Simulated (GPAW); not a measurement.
Computed results, one entry a study.

```
How the form of the self-energy moves the gap of FeAs2 (Lollingite)
1.0
     5.30120    0.00000    0.00000
     0.00000    5.98580    0.00000
     0.00000    0.00000    2.88220
Fe As
2 4
Direct
  0.00000 0.00000 0.00000
  0.50000 0.50000 0.50000
  0.17630 0.36240 0.00000
  0.82370 0.63760 0.00000
  0.67630 0.13760 0.50000
  0.32370 0.86240 0.50000
# method: DFT, LDA, plane waves, PAW (and 1 further level or step)
# program: GPAW 26.7.0
# settings of one run: cutoff 600 eV, GPAW PAW setups 1.2.1 data release, 2×2×4 k-mesh, nbands 158
# cost: 4 runs, 4.1 min in all on 4 MPI ranks of Arm Neoverse V2, shared host (the runs of this entry)
# notes: This run has no spin polarisation, although Fe can carry a moment. The cell and positions come from the Crystallography Open Database and are kept as given unless a step says otherwise. Limits: no spin polarisation; no spin-orbit coupling. Bands and cutoff are finite, so the gap is not at the basis limit. The miss can reach some tenths of an eV and take either sign; the mesh is an error of its own. The 2×2×4 mesh is coarse for this cell, which bears on the long-range parts of exchange and screening. The runs have no spin polarisation. For a closed low-spin shell that is the natural state; where a d or f shell is open it is a constraint, and the gap is then not the crystal’s own.
# G0W0, Godby-Needs plasmon pole: 0.474 eV
# G0W0, full frequency, Hilbert transform: 0.472 eV
# G0W0, multipole: 0.470 eV
# known limits: not at the basis limit; no spin polarisation; d states lean on the start; no spin-orbit coupling; coarse k mesh
```

[Paths, hosts, dates, memory and timing lines, banners, echoed tables and standing remarks are left out of the program output.]

[Logs are printed without paths, hosts, clocks, repeated set-up lines and the standing remarks that a program may print on its own settings, such as how far it seeks lower states.]

[Runs of the session that timed out or met a known fault of the program may be left out.]

[Hosts, paths, dates, database ids (printed as entryN), source tags and the programs' standing remarks are cut or masked in the printed files.]
